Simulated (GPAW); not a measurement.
**CsH (Fm-3m): G0W0 with GPAW, start to end**

How does a plane-wave GW calculation on CsH (Fm-3m) run from the first input to the gap?

Calculated with GPAW 26.7.0; LDA and many-body steps on it, plane waves.

This is a report of a sequence of runs, with most program output left out.

The database entry behind the starting cell differs from later determinations by our own check (0.1 to 0.3 % short, probably kX units), so it need not match the best structure at ambient conditions.

## 1. Set-up

The structure is cubic, space group Fm-3m (No. 225). The conventional cell has a = 6.376 Å, b = 6.376 Å, c = 6.376 Å, α = 90.00°, β = 90.00°, γ = 90.00°. Nearest to Cs lie 6 H at 3.19 Å. H has 6 Cs at 3.19 Å nearest. Farther neighbours are not listed.

The cell and positions come from the Crystallography Open Database and are kept as given unless a step says otherwise. Spin-orbit coupling is left out unless a step names it.

## 2. Ground state

This step: GPAW 26.7.0; DFT, LDA, plane waves, PAW.

The ground-state density comes first.

Contents of run.py:

```python
import json
import numpy as np
from gpaw.mpi import world
from ase import Atoms
from gpaw import GPAW, PW, FermiDirac

atoms = Atoms(['Cs', 'H'],
    cell=[[0.0000000000, 3.1880000000, 3.1880000000],
      [3.1880000000, 0.0000000000, 3.1880000000],
      [3.1880000000, 3.1880000000, 0.0000000000]],
    scaled_positions=[[0.0000000000, 0.0000000000, 0.0000000000],
      [0.5000000000, 0.5000000000, 0.5000000000]],
    pbc=(True, True, True))
calc = GPAW(mode=PW(600),
    xc='LDA',
    kpts={'size': (6, 6, 6), 'gamma': True},
    occupations=FermiDirac(0.001),
    nbands=-7,
    convergence={'density': 1e-6, 'bands': -3},
    maxiter=100,
    txt='gs.txt')
atoms.calc = calc
res = {'energy': atoms.get_potential_energy()}
kpts = calc.get_ibz_k_points()
res['kpts'] = kpts
res['eigenvalues'] = [calc.get_eigenvalues(kpt=k) for k in range(len(kpts))]
res['n_electrons'] = calc.get_number_of_electrons()
calc.write('gs.gpw')

if world.rank == 0:
    with open('result.json', 'w') as f:
        json.dump(res, f, default=lambda x: x.tolist())
```

Launch:

```bash
> mpirun -n 4 gpaw python run.py
```

It took 4.4 s on 4 MPI ranks of Arm Neoverse V2, shared host; peak memory 0.64 GiB; 17 s of CPU time.

Numbers from this step:

```
total energy               : -4.872 eV
gap                        : 1.945 eV
k of the valence top       : 0.5, 0.5, 0.5
k of the conduction bottom : 0.5, 0.5, 0.5
least direct gap           : 1.945 eV
```

The gap is direct, at (0.500, 0.500, 0.500).

## 3. Empty states on the mesh, 4×4×4 mesh, 157 bands

The sums over transitions need many empty states on a uniform mesh; this step solves for them.

Contents of run.py:

```python
import json
import numpy as np
from gpaw.mpi import world
from gpaw import GPAW

calc = GPAW('gs.gpw').fixed_density(kpts={'size': (4, 4, 4), 'gamma': True},
    parallel={'domain': 1, 'band': 1},
    txt='nscf.txt')
calc.diagonalize_full_hamiltonian(nbands=157)
calc.write('full.gpw', mode='all')
res = {}
kpts = calc.get_ibz_k_points()
res['kpts'] = kpts
res['eigenvalues'] = [calc.get_eigenvalues(kpt=k) for k in range(len(kpts))]
res['n_electrons'] = calc.get_number_of_electrons()

if world.rank == 0:
    with open('result.json', 'w') as f:
        json.dump(res, f, default=lambda x: x.tolist())
```

Launch:

```bash
> mpirun -n 4 gpaw python run.py
```

Wall time 20 s (4 MPI ranks); peak memory 2.2 GiB.

This step gave:

```yaml
gap: 1.945 eV
k_of_the_valence_top: 0.5, 0.5, 0.5
k_of_the_conduction_bottom: 0.5, 0.5, 0.5
least_direct_gap: 1.945 eV
k_points_computed: 8
lowest_point_of_the_top_converged_band_above_the_valence_top: 93.1577 eV
```

On this mesh the gap is 1.945 eV.

## 4. Screening and self-energy, 4×4×4 mesh, 147 bands, screening to 100 eV

Now the one-shot GW correction: screening in the RPA, then the self-energy of the levels asked for.

This step: G0W0 on LDA, plane waves, PAW.

Contents of run.py:

```python
import json
import numpy as np
from gpaw.mpi import world
from gpaw.response.g0w0 import G0W0

gw = G0W0('full.gpw',
    filename='gw',
    kpts=[0, 7],
    bands=(3, 7),
    ecut=100,
    nbands=147,
    integrate_gamma='WS',
    ppa=True)
gw.calculate()
res = {mode: {k: v for k, v in r.items() if k != 'sigma_eskwn'}
       for mode, r in gw.all_results.items()}

if world.rank == 0:
    with open('result.json', 'w') as f:
        json.dump(res, f, default=lambda x: x.tolist())
```

Launch:

```bash
> mpirun -n 4 gpaw python run.py
```

Wall time 37 s (4 MPI ranks); peak memory 1.1 GiB; 2.5 min of CPU time.

This step gave:

* G0W0 gap on the points computed: 4.199 eV
* least direct G0W0 gap on the computed points: 4.199 eV
* Z at the valence top: 0.7931
* Z at the conduction bottom: 0.8456
* starting gap on the mesh: 1.945 eV
* k of the valence top: 0.5, 0.5, 0.5
* k of the conduction bottom: 0.5, 0.5, 0.5

The gap on the mesh goes from 1.95 eV to 4.20 eV, a correction of +2.25 eV.

Limits: finite bands, cutoff and mesh; no spin-orbit coupling. v1 is the top filled band, c1 the lowest empty one. Levels before and after the correction, in eV, zero at the valence-band top of each column:

```tsv
	conduction bottom	valence top
Kohn-Sham	1.95	0.00
G0W0	4.20	0.00
```

```tsv
	level	energy (eV)
Kohn-Sham	(0.5 0.5 0.5) v2	-8.006
Kohn-Sham	(0.5 0.5 0.5) v1	0.000
Kohn-Sham	(0.5 0.5 0.5) c1	1.945
Kohn-Sham	(0.5 0.5 0.5) c2	4.566
G0W0	(0.5 0.5 0.5) v2	-8.153
G0W0	(0.5 0.5 0.5) v1	0.000
G0W0	(0.5 0.5 0.5) c1	4.199
G0W0	(0.5 0.5 0.5) c2	7.073
```

## 5. Where the time went

Times are wall times on 4 MPI ranks of Arm Neoverse V2, shared host, good to a factor of about two.

```tsv
step	time	share	memory (GiB)
ground state	4.4 s	7 %	0.64
empty states on the mesh	20 s	32 %	2.2
screening and self-energy	37 s	61 %	1.1
```

## 6. Results

```yaml
lda_gap: 1.95 eV, direct
g0w0_gap_on_the_mesh: 4.20 eV
gw_settings: 4×4×4 mesh, 147 bands, screening to 100 eV, Godby-Needs plasmon pole
known_limits: not at the basis limit; no spin-orbit coupling
```

**Reading.** G0W0 moves the gap on the mesh from 1.95 eV to 4.20 eV (+2.25 eV), with Z of 0.79 and 0.85 at the edges. Only 2 of the mesh's irreducible points were corrected, so a valley elsewhere could overtake. The dearest step here is «screening and self-energy». Bands and cutoff are finite, so the gap is not at the basis limit. The miss can reach some tenths of an eV and take either sign; the mesh is an error of its own. These stock PAW sets were not made for GW. In the G0W0 run levels were corrected at 2 k points alone, so a gap called «on the mesh» is the least over those, and an edge elsewhere would be missed. The many-body steps are scalar-relativistic: spin-orbit coupling is not in them.

[Paths, hosts, dates, memory and timing lines, banners, echoed tables and standing remarks are left out of the program output.]

[Logs are printed without paths, hosts, clocks, repeated set-up lines and the standing remarks that a program may print on its own settings, such as how far it seeks lower states.]

[Runs of the session that timed out or met a known fault of the program may be left out.]

[Hosts, paths, dates, database ids (printed as entryN), source tags and the programs' standing remarks are cut or masked in the printed files.]
